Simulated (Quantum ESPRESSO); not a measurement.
# HfN (Fm-3m): pw.x, ph.x and EPW, part 2 of 4

Wanted: λ, Tc and ρ(T) of HfN (Fm-3m) from Quantum ESPRESSO and EPW.

Quantum ESPRESSO 7.5; DFT LDA, scalar-relativistic, plane waves, PseudoDojo 0.4.1 norm-conserving pseudopotentials.

So far. Step 2 (Relaxation): The volume ends at 10.99 Å³ an atom, -4.3 % from the start. Step 3 (Ground state): The Fermi level lies at 19.27 eV and the pressure is 0.005 GPa.

**4. Phonons on the coarse mesh**

ph.x gives the dynamical matrices and the changes of the potential on a coarse q mesh, which EPW interpolates.

ph.in reads:

```
phonons
 &inputph
    prefix='x',
    outdir='./tmp',
    tr2_ph=1.0d-14,
    fildyn='x.dyn',
    fildvscf='dvscf',
    ldisp=.true.,
    nq1=3,
    nq2=3,
    nq3=3,
    alpha_mix(1)=0.5,
    amass(1)=178.49,
    amass(2)=14.007,
 /
```

On the command line:

```
$ OMP_NUM_THREADS=1 mpirun -n 8 ph.x -nk 8 -in ph.in > ph.out
```

The program printed:

```text
[banner, memory and clock lines left out]
Program PHONON v.7.5

     ./tmp/x.save/

     IMPORTANT: XC functional enforced from input :
     Exchange-correlation= PW
                           (   1   4   0   0   0   0   0)
     Any further DFT definition will be discarded
     Please, verify this is what you really want

     G-vector sticks info

     Reading collected, re-writing distributed wavefunctions in ./tmp/

     Dynamical matrices for ( 3, 3, 3)  uniform grid of q-points
     (   4 q-points):
       N         xq(1)         xq(2)         xq(3)
       1   0.000000000   0.000000000   0.000000000
       2   0.235702260   0.235702260  -0.235702260
       3   0.471404521   0.000000000  -0.000000000
       4  -0.000000000  -0.471404521   0.471404521

     Number and degeneracy of irreps per q-point
       N         xq(1)         xq(2)         xq(3)   N irreps
       1   0.000000000   0.000000000   0.000000000       2
        3   3
       2   0.235702260   0.235702260  -0.235702260       4
        1   1   2   2
       3   0.471404521   0.000000000  -0.000000000       4
        1   1   2   2
       4  -0.000000000  -0.471404521   0.471404521       6
     No degeneracy

     Saving dvscf to file. Distribute only q points, not irreducible representations.

     Calculation of q =    0.0000000   0.0000000   0.0000000

     phonons

     bravais-lattice index     =            0
     lattice parameter (alat)  =       5.9417  a.u.
     unit-cell volume          =     148.3260 (a.u.)^3
     number of atoms/cell      =            2
     number of atomic types    =            2
     kinetic-energy cut-off    =      84.0000  Ry
     charge density cut-off    =     336.0000  Ry
     convergence threshold     =      1.0E-14
     beta                      =       0.5000
     number of iterations used =            4
     Exchange-correlation= PW
                           (   1   4   0   0   0   0   0)

     celldm(1)=    5.94170  celldm(2)=    0.00000  celldm(3)=    0.00000
     celldm(4)=    0.00000  celldm(5)=    0.00000  celldm(6)=    0.00000

     crystal axes: (cart. coord. in units of alat)
               a(1) = (  0.0000  0.7071  0.7071 )
               a(2) = (  0.7071  0.0000  0.7071 )
               a(3) = (  0.7071  0.7071  0.0000 )

     reciprocal axes: (cart. coord. in units 2 pi/alat)
               b(1) = ( -0.7071  0.7071  0.7071 )
               b(2) = (  0.7071 -0.7071  0.7071 )
               b(3) = (  0.7071  0.7071 -0.7071 )

     Atoms inside the unit cell:

     Cartesian axes

     site n.  atom      mass           positions (alat units)
        1  Hf    178.4900   tau(    1) = (    0.00000    0.00000    0.00000  )
        2  N      14.0070   tau(    2) = (    0.70711    0.70711    0.70711  )

     Computing dynamical matrix for
                    q = (   0.0000000   0.0000000   0.0000000 )

     49 Sym.Ops. (with q -> -q+G )

     G cutoff =  300.4700  (  15473 G-vectors)     FFT grid: ( 36, 36, 36)

     number of k points=    35  Marzari-Vanderbilt smearing, width (Ry)=  0.0200

     PseudoPot. # 1 for Hf read from file:
     ./pseudo/Hf.upf
     Pseudo is Norm-conserving + core correction, Zval = 12.0
     Using radial grid of 1618 points,  8 beta functions with:
                l(1) =   0
                l(2) =   0
                l(3) =   1
                l(4) =   1
                l(5) =   2
                l(6) =   2
                l(7) =   3
                l(8) =   3

     PseudoPot. # 2 for N  read from file:
     ./pseudo/N.upf
     Pseudo is Norm-conserving + core correction, Zval =  5.0
     Using radial grid of 1058 points,  4 beta functions with:
                l(1) =   0
                l(2) =   0
                l(3) =   1
                l(4) =   1

     Mode symmetry, O_h (m-3m)  point group:

     Atomic displacements:
     There are    2 irreducible representations

     Representation     1      3 modes -  To be done

     Representation     2      3 modes -  To be done

     Alpha used in Ewald sum =   2.8000

     Representation #   1 modes #   1   2   3

     Self-consistent Calculation

     Pert. #  1: Fermi energy shift (Ry) =     8.0133E-25    -1.8808E-37
     Pert. #  2: Fermi energy shift (Ry) =    -2.2403E-25    -1.2539E-37
     Pert. #  3: Fermi energy shift (Ry) =     4.2221E-25    -9.4040E-38

      thresh= 1.000E-02 alpha_mix =  0.500 |ddv_scf|^2 =  5.766E-07

     Pert. #  1: Fermi energy shift (Ry) =    -1.1632E-24     4.8979E-40
     Pert. #  2: Fermi energy shift (Ry) =    -1.3269E-24     5.2652E-39
     Pert. #  3: Fermi energy shift (Ry) =     5.6007E-26    -6.1224E-40

      thresh= 7.594E-05 alpha_mix =  0.500 |ddv_scf|^2 =  2.161E-08

     Pert. #  1: Fermi energy shift (Ry) =     2.7573E-25    -5.5101E-40
     Pert. #  2: Fermi energy shift (Ry) =     4.3944E-25    -2.4489E-40
     Pert. #  3: Fermi energy shift (Ry) =    -8.6165E-26    -6.1224E-41

      thresh= 1.470E-05 alpha_mix =  0.500 |ddv_scf|^2 =  3.659E-10

     Pert. #  1: Fermi energy shift (Ry) =     3.6189E-25     7.6530E-41
     Pert. #  2: Fermi energy shift (Ry) =     4.2652E-25    -7.6530E-42
     Pert. #  3: Fermi energy shift (Ry) =     2.8004E-25     1.0714E-40

      thresh= 1.913E-06 alpha_mix =  0.500 |ddv_scf|^2 =  1.827E-11

     Pert. #  1: Fermi energy shift (Ry) =     2.4988E-25    -9.5662E-42
     Pert. #  2: Fermi energy shift (Ry) =     5.4284E-25    -4.6874E-41
     Pert. #  3: Fermi energy shift (Ry) =    -9.0473E-26     1.5306E-41

      thresh= 4.275E-07 alpha_mix =  0.500 |ddv_scf|^2 =  1.818E-13

     Pert. #  1: Fermi energy shift (Ry) =    -2.6711E-25    -5.7397E-42
[...]
thresh= 4.263E-08 alpha_mix =  0.500 |ddv_scf|^2 =  3.921E-15

     End of self-consistent calculation

     Convergence has been achieved

     Representation #   2 modes #   4   5   6

     Self-consistent Calculation

[...]
thresh= 1.000E-02 alpha_mix =  0.500 |ddv_scf|^2 =  1.492E-06

[...]
thresh= 1.222E-04 alpha_mix =  0.500 |ddv_scf|^2 =  3.807E-08

[...]
thresh= 1.951E-05 alpha_mix =  0.500 |ddv_scf|^2 =  1.270E-09

[...]
Pert. #  2: Fermi energy shift (Ry) =    -1.7233E-25     1.2436E-41
     Pert. #  3: Fermi energy shift (Ry) =     2.9296E-25    -1.9611E-41

      thresh= 3.564E-06 alpha_mix =  0.500 |ddv_scf|^2 =  6.612E-12

     Pert. #  1: Fermi energy shift (Ry) =    -1.3786E-25     2.8101E-42
     Pert. #  2: Fermi energy shift (Ry) =     1.0340E-25    -1.2556E-42
     Pert. #  3: Fermi energy shift (Ry) =     3.4466E-26    -9.8054E-42

      thresh= 2.571E-07 alpha_mix =  0.500 |ddv_scf|^2 =  1.807E-13

[...]
a(3) = (   0.707107   0.707107   0.000000 )

     reciprocal axes: (cart. coord. in units 2 pi/alat)
               b(1) = ( -0.707107  0.707107  0.707107 )
               b(2) = (  0.707107 -0.707107  0.707107 )
               b(3) = (  0.707107  0.707107 -0.707107 )

     PseudoPot. # 1 for Hf read from file:
     ./pseudo/Hf.upf
     Pseudo is Norm-conserving + core correction, Zval = 12.0
     Using radial grid of 1618 points,  8 beta functions with:
                l(1) =   0
                l(2) =   0
                l(3) =   1
                l(4) =   1
[...]
PseudoPot. # 2 for N  read from file:
     ./pseudo/N.upf
     Pseudo is Norm-conserving + core correction, Zval =  5.0
     Using radial grid of 1058 points,  4 beta functions with:
[...]
atomic species   valence    mass     pseudopotential
     Hf               12.00   178.49000     Hf( 1.00)
     N                 5.00    14.00700     N ( 1.00)

     48 Sym. Ops., with inversion, found

   Cartesian axes

     site n.     atom                  positions (alat units)
         1        Hf     tau(   1) = (   0.0000000   0.0000000   0.0000000  )
         2        N      tau(   2) = (   0.7071068   0.7071068   0.7071068  )

     number of k points=   450  Marzari-Vanderbilt smearing, width (Ry)=  0.0200

     Number of k-points >= 100: set verbosity='high' to print them.

     Dense  grid:    15473 G-vectors     FFT dimensions: (  36,  36,  36)

     The potential is recalculated from file :
     ./tmp/_ph0/x.q_4/x.save/charge-density

     Starting wfcs are   14 atomic wfcs

     Band Structure Calculation
     Davidson diagonalization with overlap

     ethr =  5.88E-11,  avg # of iterations = 15.8

     End of band structure calculation

     Number of k-points >= 100: set verbosity='high' to print the bands.

     the Fermi energy is    19.2731 ev

     Writing config to output data dir ./tmp/_ph0/x.q_4/x.save/ :
     XML data file

     phonons

     bravais-lattice index     =            0
     lattice parameter (alat)  =       5.9417  a.u.
     unit-cell volume          =     148.3260 (a.u.)^3
     number of atoms/cell      =            2
     number of atomic types    =            2
     kinetic-energy cut-off    =      84.0000  Ry
     charge density cut-off    =     336.0000  Ry
     convergence threshold     =      1.0E-14
     beta                      =       0.5000
     number of iterations used =            4
     Exchange-correlation= PW
                           (   1   4   0   0   0   0   0)

     celldm(1)=    5.94170  celldm(2)=    0.00000  celldm(3)=    0.00000
     celldm(4)=    0.00000  celldm(5)=    0.00000  celldm(6)=    0.00000

     crystal axes: (cart. coord. in units of alat)
               a(1) = (  0.0000  0.7071  0.7071 )
               a(2) = (  0.7071  0.0000  0.7071 )
               a(3) = (  0.7071  0.7071  0.0000 )

     reciprocal axes: (cart. coord. in units 2 pi/alat)
               b(1) = ( -0.7071  0.7071  0.7071 )
               b(2) = (  0.7071 -0.7071  0.7071 )
               b(3) = (  0.7071  0.7071 -0.7071 )

     Atoms inside the unit cell:

     Cartesian axes

     site n.  atom      mass           positions (alat units)
        1  Hf    178.4900   tau(    1) = (    0.00000    0.00000    0.00000  )
        2  N      14.0070   tau(    2) = (    0.70711    0.70711    0.70711  )

     Computing dynamical matrix for
                    q = (  -0.0000000  -0.4714045   0.4714045 )

      4 Sym.Ops. (no q -> -q+G )

     G cutoff =  300.4700  (  15473 G-vectors)     FFT grid: ( 36, 36, 36)

     number of k points=   450  Marzari-Vanderbilt smearing, width (Ry)=  0.0200

     PseudoPot. # 1 for Hf read from file:
     ./pseudo/Hf.upf
     Pseudo is Norm-conserving + core correction, Zval = 12.0
     Using radial grid of 1618 points,  8 beta functions with:
[...]
l(5) =   2
                l(6) =   2
                l(7) =   3
                l(8) =   3

     PseudoPot. # 2 for N  read from file:
     ./pseudo/N.upf
     Pseudo is Norm-conserving + core correction, Zval =  5.0
     Using radial grid of 1058 points,  4 beta functions with:
                l(1) =   0
                l(2) =   0
                l(3) =   1
                l(4) =   1

     Mode symmetry, C_2v (mm2)  point group:

     Atomic displacements:
     There are    6 irreducible representations

     Representation     1      1 modes -  To be done

     Representation     2      1 modes -  To be done

     Representation     3      1 modes -  To be done

     Representation     4      1 modes -  To be done

     Representation     5      1 modes -  To be done

     Representation     6      1 modes -  To be done

     Alpha used in Ewald sum =   2.8000

     Representation #   1 mode #   1

     Self-consistent Calculation

[...]
End of self-consistent calculation

     Convergence has been achieved

     Representation #   2 mode #   2

     Self-consistent Calculation

[...]
End of self-consistent calculation

     Convergence has been achieved

     Representation #   3 mode #   3

     Self-consistent Calculation

[...]
End of self-consistent calculation

     Convergence has been achieved

     Representation #   4 mode #   4

     Self-consistent Calculation

[...]
End of self-consistent calculation

     Convergence has been achieved

     Representation #   5 mode #   5

     Self-consistent Calculation

[...]
thresh= 5.492E-08 alpha_mix =  0.500 |ddv_scf|^2 =  5.353E-15

     End of self-consistent calculation

     Convergence has been achieved

     Representation #   6 mode #   6

     Self-consistent Calculation

      thresh= 1.000E-02 alpha_mix =  0.500 |ddv_scf|^2 =  1.236E-04

      thresh= 1.112E-03 alpha_mix =  0.500 |ddv_scf|^2 =  7.294E-06

      thresh= 2.701E-04 alpha_mix =  0.500 |ddv_scf|^2 =  2.925E-08

      thresh= 1.710E-05 alpha_mix =  0.500 |ddv_scf|^2 =  4.722E-10

      thresh= 2.173E-06 alpha_mix =  0.500 |ddv_scf|^2 =  8.164E-12

      thresh= 2.857E-07 alpha_mix =  0.500 |ddv_scf|^2 =  6.831E-13

      thresh= 8.265E-08 alpha_mix =  0.500 |ddv_scf|^2 =  6.927E-15

     End of self-consistent calculation

     Convergence has been achieved

     Number of q in the star =   12
     List of q in the star:
          1  -0.000000000  -0.471404521   0.471404521
          2  -0.000000000   0.471404521   0.471404521
          3  -0.000000000  -0.471404521  -0.471404521
          4   0.471404521   0.471404521  -0.000000000
          5  -0.471404521   0.471404521   0.000000000
          6   0.471404521  -0.471404521   0.000000000
          7  -0.471404521  -0.471404521  -0.000000000
          8   0.000000000   0.471404521  -0.471404521
          9   0.471404521  -0.000000000  -0.471404521
         10   0.471404521  -0.000000000   0.471404521
         11  -0.471404521   0.000000000  -0.471404521
         12  -0.471404521  -0.000000000   0.471404521

     Diagonalizing the dynamical matrix

     q = (   -0.000000000  -0.471404521   0.471404521 )

 **************************************************************************
     freq (    1) =       4.030358 [THz] =     134.438266 [cm-1]
     freq (    2) =       4.627540 [THz] =     154.358109 [cm-1]
     freq (    3) =       4.982345 [THz] =     166.193147 [cm-1]
     freq (    4) =      15.137902 [THz] =     504.946044 [cm-1]
     freq (    5) =      16.312461 [THz] =     544.125126 [cm-1]
     freq (    6) =      17.017887 [THz] =     567.655600 [cm-1]
 **************************************************************************

     Mode symmetry, C_2v (mm2)  point group:

     freq (   1-   1) =        134.4  [cm-1]   --> B_1  D_3  S_3
     freq (   2-   2) =        154.4  [cm-1]   --> A_1  D_1  S_1
     freq (   3-   3) =        166.2  [cm-1]   --> B_2  D_4  S_4
     freq (   4-   4) =        504.9  [cm-1]   --> B_2  D_4  S_4
     freq (   5-   5) =        544.1  [cm-1]   --> A_1  D_1  S_1
     freq (   6-   6) =        567.7  [cm-1]   --> B_1  D_3  S_3
```

The job ended after 7.7 min (8 MPI ranks of Intel Xeon Platinum 8375C at 2.90GHz (Ice Lake), shared host; 62 min of CPU time).

Numbers from this step:

| Quantity | Value |
| --- | --- |
| lowest frequency off the zone centre | 117.3 cm⁻¹ |
| largest magnitude of the acoustic modes at the zone centre, before the sum rule | 7.594 cm⁻¹ |

Frequencies at the irreducible wavevectors:

| q1 | q2 | q3 | star | mode 1 (cm⁻¹) | mode 2 (cm⁻¹) | mode 3 (cm⁻¹) | mode 4 (cm⁻¹) | mode 5 (cm⁻¹) | mode 6 (cm⁻¹) |
| --- | --- | --- | --- | --- | --- | --- | --- | --- | --- |
| 0 | 0 | 0 | 1 | -7.6 | -7.6 | -7.6 | 520 | 520 | 520 |
| 0 | 0 | 0.3333 | 8 | 117.3 | 117.3 | 175 | 538.5 | 558.2 | 558.2 |
| 0 | 0.3333 | 0.3333 | 6 | 134.5 | 134.5 | 138.9 | 521.7 | 521.7 | 529.6 |
| 0 | 0.3333 | -0.3333 | 12 | 134.4 | 154.4 | 166.2 | 504.9 | 544.1 | 567.7 |

The lowest mode off the zone centre lies at 117 cm⁻¹ and the highest of all solved modes at 568 cm⁻¹, so the solved wavevectors are stable. The acoustic modes at the centre lie within 7.6 cm⁻¹ of zero before the sum rule is imposed.

**5. Bands for the check**

Bands on a path serve later as the test of the Wannier interpolation; inside the frozen window, points that lie on the coarse mesh match by construction, and those between them test it.

bands.in reads:

```
 &control
    calculation='bands',
    prefix='x',
    outdir='./tmp',
    pseudo_dir='./pseudo',
    verbosity='high',
 /
 &system
    ibrav=0,
    nat=2,
    ntyp=2,
    ecutwfc=84.0,
    occupations='smearing',
    smearing='mv',
    degauss=0.02,
    nbnd=27,
 /
 &electrons
    conv_thr=1.0d-10,
 /
ATOMIC_SPECIES
 Hf    178.4900  Hf.upf
 N      14.0070  N.upf
CELL_PARAMETERS angstrom
     0.000000000    2.223294000    2.223294000
     2.223294000    0.000000000    2.223294000
     2.223294000    2.223294000    0.000000000
ATOMIC_POSITIONS crystal
 Hf     0.000000000   0.000000000   0.000000000
 N      0.500000000   0.500000000   0.500000000
K_POINTS crystal
39
 0.37500000 0.37500000 0.75000000 0.02564103
 0.34615385 0.34615385 0.69230769 0.02564103
 0.31730769 0.31730769 0.63461538 0.02564103
 0.28846154 0.28846154 0.57692308 0.02564103
[the list of k-points goes on]
```

On the command line:

```
$ OMP_NUM_THREADS=1 mpirun -n 8 pw.x -nk 8 -in bands.in > bands.out
```

The program printed:

```text
[banner, memory and clock lines left out]
[...]
number of Kohn-Sham states=           27
     number of k points=    39  Marzari-Vanderbilt smearing, width (Ry)=  0.0200
```

Run time: 5.6 s. Hardware: 8 MPI ranks.

**6. States on the coarse mesh**

Wannier functions need the states on a full uniform k mesh, and the couplings need it to be a multiple of the q mesh.

nscf.in reads:

```
 &control
    calculation='nscf',
    prefix='x',
    outdir='./tmp',
    pseudo_dir='./pseudo',
    verbosity='high',
 /
 &system
    ibrav=0,
    nat=2,
    ntyp=2,
    ecutwfc=84.0,
    occupations='smearing',
    smearing='mv',
    degauss=0.02,
    nbnd=27,
 /
 &electrons
    conv_thr=1.0d-11,
 /
ATOMIC_SPECIES
 Hf    178.4900  Hf.upf
 N      14.0070  N.upf
CELL_PARAMETERS angstrom
     0.000000000    2.223294000    2.223294000
     2.223294000    0.000000000    2.223294000
     2.223294000    2.223294000    0.000000000
ATOMIC_POSITIONS crystal
 Hf     0.000000000   0.000000000   0.000000000
 N      0.500000000   0.500000000   0.500000000
K_POINTS crystal
729
 0.00000000 0.00000000 0.00000000 0.00137174
 0.00000000 0.00000000 0.11111111 0.00137174
 0.00000000 0.00000000 0.22222222 0.00137174
 0.00000000 0.00000000 0.33333333 0.00137174
[the list of k-points goes on]
```

On the command line:

```
$ OMP_NUM_THREADS=1 mpirun -n 8 pw.x -nk 8 -in nscf.in > nscf.out
```

The program printed:

```text
[banner, memory and clock lines left out]
[...]
number of Kohn-Sham states=           27
     the Fermi energy is    19.2731 ev
```

It took 80 s on 8 MPI ranks; 11 min of CPU time.

[end of part 2 of 4]

[The logs of pw.x and epw.x are selected lines.]

[Logs are printed without paths, hosts, clocks, repeated set-up lines and the standing remarks that a program may print on its own settings, such as how far it seeks lower states.]

[Hosts, paths, dates, database ids (printed as entryN), source tags and the programs' standing remarks are cut or masked in the printed files.]
